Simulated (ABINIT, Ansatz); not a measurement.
# PbO (P4/nmm): one start, several treatments of the self-energy, part 2 of 2

How much does the gap of PbO (P4/nmm) depend on the approximation to the self-energy?

ABINIT 10.8.3; PBE and many-body steps on it, plane waves. Known limits of the many-body steps: not at the basis limit; exchange with frozen shells missing; no spin-orbit coupling; coarse k mesh.

So far. Step 5 (G0W0, von der Linden-Horsch plasmon pole): Against G0W0 in ABINIT (4×4×4 mesh, 116 bands, screening to 141.5 eV, Godby-Needs plasmon pole), the gap moves by −0.136 eV. Step 6 (G0W0, Hybertsen-Louie plasmon pole): Against G0W0 in ABINIT (4×4×4 mesh, 116 bands, screening to 141.5 eV, Godby-Needs plasmon pole), the gap moves by +0.015 eV.

The database entry behind the starting cell differs from later determinations by our own check (c about 1 % long), so it need not match the best structure at ambient conditions.

**7. One-shot COHSEX**

This step: one-shot COHSEX on PBE, plane waves, norm-conserving pseudopotentials.

File run.abi:

```
acell 3*1.0 Angstrom
rprim 
  3.974800000000 0.000000000000 0.000000000000
  0.000000000000 3.974800000000 0.000000000000
  0.000000000000 0.000000000000 5.022700000000
ntypat 2
znucl 82 8
natom 4
typat 1 1 2 2
xred 
  0.000000000000 0.500000000000 0.238514000000
  0.500000000000 0.000000000000 0.761486000000
  0.000000000000 0.000000000000 0.000000000000
  0.500000000000 0.500000000000 0.000000000000
pp_dirpath "pseudos"
pseudos "Pb.upf, O.upf"
ecut 36
ngkpt 4 4 4
nshiftk 1
shiftk 0 0 0
kptopt 1
chksymbreak 0
istwfk *1
occopt 1
irdwfk 1
optdriver 4
nband 116
gwcalctyp 7
ecutsigx 36
symsigma 1
nkptgw 2
kptgw 
  0.0000000000 0.0000000000 0.0000000000
  0.5000000000 0.5000000000 0.0000000000
bdgw 
  18 22
  19 22
ecuteps 5.2
irdscr 1
indata_prefix "in"
outdata_prefix "out"
tmpdata_prefix "tmp"
```

Command:

```
$ OMP_NUM_THREADS=1 mpirun -n 8 abinit run.abi > log
```

Output:

```text
.Version 10.8.3 of ABINIT. v10.8.2 released Aug 2026.

 Symmetries : space group P4/n m m (#129); Bravais tP (primitive tetrag.)
[... echo of the input left out ...]
== DATASET  1 ==================================================================
-   mpi_nproc: 8, omp_nthreads: 1 (-1 if OMP is not activated)

--- !DatasetInfo
iteration_state: {dtset: 1, }
dimensions: {natom: 4, nkpt: 18, mband: 116, nsppol: 1, nspinor: 1, nspden: 1, mpw: 5556, }
cutoff_energies: {ecut:  36.0, pawecutdg:  -1.0, }
[...]
Band     E0 <VxcDFT>   SigX SigC(E0)      Z dSigC/dE  Sig(E)    E-E0       E
[...]
21   4.913  -9.611  -6.778  -3.955   1.000   0.000 -10.733  -1.123   3.790
       22   4.913  -9.611  -6.778  -3.955   1.000   0.000 -10.733  -1.122   3.790

== END DATASET(S) ==============================================================
================================================================================

 -outvars: echo values of variables after computation  --------
           etotal      0.0000000000E+00
            nband         116
             nkpt          18
          spgroup         129
 [... the other variables as echoed above ...]

 Calculation completed.
```

It took 3.6 s on 8 MPI ranks of Arm Neoverse V2, shared host; peak memory 2.2 GiB.

This step gave:

```yaml
quasiparticle_gap_on_the_points_computed: 2.261 eV
starting_gap_on_the_mesh: 1.154 eV
k_of_the_valence_top: 0, 0, 0
k_of_the_conduction_bottom: 0.5, 0.5, 0
least_direct_quasiparticle_gap_on_the_computed_points: 3.127 eV
```

Against G0W0 in ABINIT (4×4×4 mesh, 116 bands, screening to 141.5 eV, Godby-Needs plasmon pole), the gap moves by +1.060 eV.

**8. One-shot Hartree-Fock**

This step: one-shot Hartree-Fock on PBE, plane waves, norm-conserving pseudopotentials.

Changes to run.abi since step 7:

```diff
@@ -26,4 +26,4 @@
 optdriver 4
-nband 116
-gwcalctyp 7
+nband 24
+gwcalctyp 5
 ecutsigx 36
@@ -37,4 +37,4 @@
   19 22
-ecuteps 5.2
-irdscr 1
+ixc_sigma 40
+fftgw 31
 indata_prefix "in"
```

Output:

```text
.Version 10.8.3 of ABINIT. v10.8.2 released Aug 2026.

 Symmetries : space group P4/n m m (#129); Bravais tP (primitive tetrag.)
[... echo of the input left out ...]
== DATASET  1 ==================================================================
-   mpi_nproc: 8, omp_nthreads: 1 (-1 if OMP is not activated)

--- !DatasetInfo
iteration_state: {dtset: 1, }
dimensions: {natom: 4, nkpt: 18, mband: 24, nsppol: 1, nspinor: 1, nspden: 1, mpw: 5556, }
cutoff_energies: {ecut:  36.0, pawecutdg:  -1.0, }
[...]
Band     E0 <VxcDFT>   SigX SigC(E0)      Z dSigC/dE  Sig(E)    E-E0       E
[...]
21   4.913  -9.611  -6.778   0.000   1.000   0.000  -6.778   2.833   7.745
       22   4.913  -9.611  -6.778   0.000   1.000   0.000  -6.778   2.833   7.745

== END DATASET(S) ==============================================================
================================================================================

 -outvars: echo values of variables after computation  --------
           etotal      0.0000000000E+00
            nband          24
             nkpt          18
          spgroup         129
 [... the other variables as echoed above ...]

 Calculation completed.
```

It took 3.3 s on 8 MPI ranks; peak memory 2 GiB; 25 s of CPU time.

Numbers from this step:

```
quasiparticle gap on the points computed              : 6.617 eV
starting gap on the mesh                              : 1.154 eV
k of the valence top                                  : 0, 0, 0
k of the conduction bottom                            : 0.5, 0.5, 0
least direct quasiparticle gap on the computed points : 8.18 eV
```

Against G0W0 in ABINIT (4×4×4 mesh, 116 bands, screening to 141.5 eV, Godby-Needs plasmon pole), the gap moves by +5.416 eV.

**9. Screening, 4×4×4 mesh, 116 bands, screening to 141.5 eV**

This step: RPA screening on PBE, plane waves, norm-conserving pseudopotentials.

Changes to run.abi since step 8:

```diff
@@ -25,16 +25,14 @@
 irdwfk 1
-optdriver 4
-nband 24
-gwcalctyp 5
-ecutsigx 36
-symsigma 1
-nkptgw 2
-kptgw 
-  0.0000000000 0.0000000000 0.0000000000
-  0.5000000000 0.5000000000 0.0000000000
-bdgw 
-  18 22
-  19 22
-ixc_sigma 40
-fftgw 31
+optdriver 3
+nband 116
+ecuteps 5.2
+inclvkb 2
+awtr 1
+symchi 1
+gwcalctyp 2
+nfreqre 16
+freqremax 40 eV
+nfreqim 8
+spmeth 1
+nomegasf 120
 indata_prefix "in"
```

Output:

```text
.Version 10.8.3 of ABINIT. v10.8.2 released Aug 2026.

 Symmetries : space group P4/n m m (#129); Bravais tP (primitive tetrag.)
[... echo of the input left out ...]
== DATASET  1 ==================================================================
-   mpi_nproc: 8, omp_nthreads: 1 (-1 if OMP is not activated)

--- !DatasetInfo
iteration_state: {dtset: 1, }
dimensions: {natom: 4, nkpt: 18, mband: 116, nsppol: 1, nspinor: 1, nspden: 1, mpw: 5556, }
cutoff_energies: {ecut:  36.0, pawecutdg:  -1.0, }
electrons: {nelect:   4.00000000E+01, charge:   0.00000000E+00, occopt:   1.00000000E+00, tsmear:   1.00000000E-02, }

 SCREENING: Calculation of the susceptibility and dielectric matrices

 Based on a program developped by R.W. Godby, V. Olevano, G. Onida, and L. Reining.
 Incorporated in ABINIT by V. Olevano, G.-M. Rignanese, and M. Torrent.
.Using double precision arithmetic ; gwpc =  8

[... cell and pseudopotentials left out ...]
--------------------------------------------------------------------------------

 ==== K-mesh for the wavefunctions ====
 Number of points in the irreducible wedge :    18
[... list of points left out ...]
 Together with 16 symmetry operations and time-reversal symmetry
 yields    64 points in the full Brillouin Zone.

 ==== Q-mesh for the screening function ====
 Number of points in the irreducible wedge :    18
[... list of points left out ...]
 Together with 16 symmetry operations and time-reversal symmetry
 yields    64 points in the full Brillouin Zone.

 setmesh: FFT mesh size selected  =    30x   30x   36
          total number of points  =        32400

 vcoul_init : cutoff-mode = AUXILIARY_FUNCTION
 q-points for optical limit:   1
     1)      0.000010    0.000020    0.000030

- screening: taking advantage of time-reversal symmetry
- Maximum band index for partially occupied states nbvw = 20
- Remaining bands to be divided among processors   nbcw = 96
- Number of bands treated by each node ~12

 Number of electrons calculated from density =   40.0000; Expected =   40.0000
 average of density, n =  0.074696
 r_s =    1.4730
 omega_plasma =   26.3635 [eV]

 calculating chi0 at frequencies [eV] :
  1    0.000000E+00    0.000000E+00
  2    2.666667E+00    0.000000E+00
  3    5.333333E+00    0.000000E+00
[...]
23    0.000000E+00    6.714330E+01
 24    0.000000E+00    9.453849E+01

--------------------------------------------------------------------------------
  q-point number  1        q = ( 0.000000, 0.000000, 0.000000) [r.l.u.]
--------------------------------------------------------------------------------
[... chi0 elements left out ...]
  [... further frequencies ...]

 No. of calculated frequencies >  15, stop printing
 For q-point:  0.000010 0.000020 0.000030
  dielectric constant =   6.3577
  dielectric constant without local fields =   7.3026

  Average fulfillment of the sum rule on Im[epsilon] for q-point    1 :     75.18  [%]
[... wings left out ...]
  q-point number  2        q = ( 0.250000, 0.000000, 0.000000) [r.l.u.]
--------------------------------------------------------------------------------
[... chi0 elements left out ...]
  [... further frequencies ...]

 No. of calculated frequencies >  15, stop printing
  Average fulfillment of the sum rule on Im[epsilon] for q-point    2 :    100.04  [%]

 [... 16 further q-points ...]
```

It took 2.8 min on 8 MPI ranks; peak memory 4.3 GiB; 22 min of CPU time.

Numbers from this step:

```
ε∞ with local fields, on this mesh, along the program's q direction : 6.358
the same without local fields                                       : 7.303
plasma frequency                                                    : 26.36 eV
plane waves in the screening matrix                                 : 293
```

**10. G0W0, contour deformation**

This step: G0W0 on PBE, plane waves, norm-conserving pseudopotentials.

Changes to run.abi since step 9:

```diff
@@ -25,14 +25,17 @@
 irdwfk 1
-optdriver 3
+optdriver 4
 nband 116
+gwcalctyp 2
+ecutsigx 36
+symsigma 1
+nkptgw 2
+kptgw 
+  0.0000000000 0.0000000000 0.0000000000
+  0.5000000000 0.5000000000 0.0000000000
+bdgw 
+  18 22
+  19 22
 ecuteps 5.2
-inclvkb 2
-awtr 1
-symchi 1
-gwcalctyp 2
-nfreqre 16
-freqremax 40 eV
-nfreqim 8
-spmeth 1
-nomegasf 120
+irdscr 1
+gwmem 01
 indata_prefix "in"
```

Output:

```text
.Version 10.8.3 of ABINIT. v10.8.2 released Aug 2026.

 Symmetries : space group P4/n m m (#129); Bravais tP (primitive tetrag.)
[... echo of the input left out ...]
== DATASET  1 ==================================================================
-   mpi_nproc: 8, omp_nthreads: 1 (-1 if OMP is not activated)

--- !DatasetInfo
iteration_state: {dtset: 1, }
dimensions: {natom: 4, nkpt: 18, mband: 116, nsppol: 1, nspinor: 1, nspden: 1, mpw: 5556, }
cutoff_energies: {ecut:  36.0, pawecutdg:  -1.0, }
[...]
Band     E0 <VxcDFT>   SigX SigC(E0)      Z dSigC/dE  Sig(E)    E-E0       E
[...]
22   4.913  -9.611  -6.778  -2.697   0.805  -0.243  -9.502   0.109   5.022
       22   0.000   0.000   0.000  -0.000   0.000   0.000  -0.000  -0.000  -0.000

== END DATASET(S) ==============================================================
================================================================================

 -outvars: echo values of variables after computation  --------
           etotal      0.0000000000E+00
            nband         116
             nkpt          18
          spgroup         129
 [... the other variables as echoed above ...]

 Calculation completed.
```

Elapsed: 11 s, on 8 MPI ranks; peak memory 2.2 GiB.

This step gave:

```
G0W0 gap on the points computed              : 1.346 eV
starting gap on the mesh                     : 1.154 eV
k of the valence top                         : 0, 0, 0
k of the conduction bottom                   : 0.5, 0.5, 0
least direct G0W0 gap on the computed points : 2.025 eV
```

Against G0W0 in ABINIT (4×4×4 mesh, 116 bands, screening to 141.5 eV, Godby-Needs plasmon pole), the gap moves by +0.145 eV.

**11. Side by side**

Times are wall times on 8 MPI ranks of Arm Neoverse V2, shared host, good to a factor of about two. A run's time includes the screening step that it read.

| run | mesh | bands | screening cutoff (eV) | DFT gap (eV) | gap on the mesh (eV) | direct (eV) | ε∞ used | time |
| --- | --- | --- | --- | --- | --- | --- | --- | --- |
| G0W0, Godby-Needs plasmon pole | 4×4×4 | 116 | 141.5 | 1.154 | 1.201 | 1.882 | 6.32 | 1.9 min |
| G0W0, von der Linden-Horsch plasmon pole | 4×4×4 | 116 | 141.5 | 1.154 | 1.065 | 1.661 | 6.32 | 1.8 min |
| G0W0, Hybertsen-Louie plasmon pole | 4×4×4 | 116 | 141.5 | 1.154 | 1.216 | 2.043 | 6.32 | 1.9 min |
| one-shot COHSEX | 4×4×4 | 116 | 141.5 | 1.154 | 2.261 | 3.127 | 6.32 | 1.7 min |
| one-shot Hartree-Fock | 4×4×4 | - | - | 1.154 | 6.617 | 8.180 | - | 3.3 s |
| G0W0, contour deformation | 4×4×4 | 116 | 141.5 | 1.154 | 1.346 | 2.025 | 6.36 | 3 min |

**12. Outcome**

```
G0W0, Godby-Needs plasmon pole           : 1.201 eV
G0W0, von der Linden-Horsch plasmon pole : 1.065 eV
G0W0, Hybertsen-Louie plasmon pole       : 1.216 eV
one-shot COHSEX                          : 2.261 eV
one-shot Hartree-Fock                    : 6.617 eV
G0W0, contour deformation                : 1.346 eV
known limits                             : not at the basis limit; exchange with frozen shells missing; no spin-orbit coupling; coarse k mesh
```

**Reading.** G0W0, von der Linden-Horsch plasmon pole: −0.136 eV against G0W0, Godby-Needs plasmon pole. G0W0, Hybertsen-Louie plasmon pole: +0.015 eV against G0W0, Godby-Needs plasmon pole. One-shot COHSEX: +1.060 eV against G0W0, Godby-Needs plasmon pole. One-shot Hartree-Fock: +5.416 eV against G0W0, Godby-Needs plasmon pole. G0W0, contour deformation: +0.145 eV against G0W0, Godby-Needs plasmon pole. Bare exchange alone opens the gap to 6.62 eV; against G0W0, correlation takes back 5.42 eV. Static COHSEX lies above G0W0: it lacks the factor Z and overstates the Coulomb hole of the filled states. Bands and cutoff are finite, so the gap is not at the basis limit. The miss can reach some tenths of an eV and take either sign; the mesh is an error of its own. In the first G0W0 run levels were corrected at 2 k points alone, so a gap called «on the mesh» is the least over those, and an edge elsewhere would be missed. The 4×4×4 mesh is coarse for this cell, which bears on the long-range parts of exchange and screening. Where an edge is built on 6p states of lead, bismuth or thallium, scalar-relativistic gaps usually stand too wide, by a few tenths to over one eV. The norm-conserving file of at least one element keeps a d shell over frozen s and p shells of the same row. Exchange with those shells is missing from the self-energy, an error of 0.3 to 0.9 eV in cases checked, whose sign depends on which edge lies on those atoms. The many-body steps are scalar-relativistic: spin-orbit coupling is not in them.

[Paths, hosts, dates, memory and timing lines, banners, echoed tables and standing remarks are left out of the program output.]

[Logs are printed without paths, hosts, clocks, repeated set-up lines and the standing remarks that a program may print on its own settings, such as how far it seeks lower states.]

[Runs of the session that timed out or met a known fault of the program may be left out.]

[No measured gap is set beside runs whose start may be inverted or whose files or cutoffs have a known fault.]

[Hosts, paths, dates, database ids (printed as entryN), source tags and the programs' standing remarks are cut or masked in the printed files.]

[G0W0 gaps are taken among the corrected bands and points alone; a level outside them can change the order at an edge.]

[Where Ansatz stands beside ABINIT at settings called matched, ABINIT's density can come from a denser mesh and the files from another edition; pairs whose starting gaps differed by over 0.03 eV were left out, so agreement reads better than it is.]
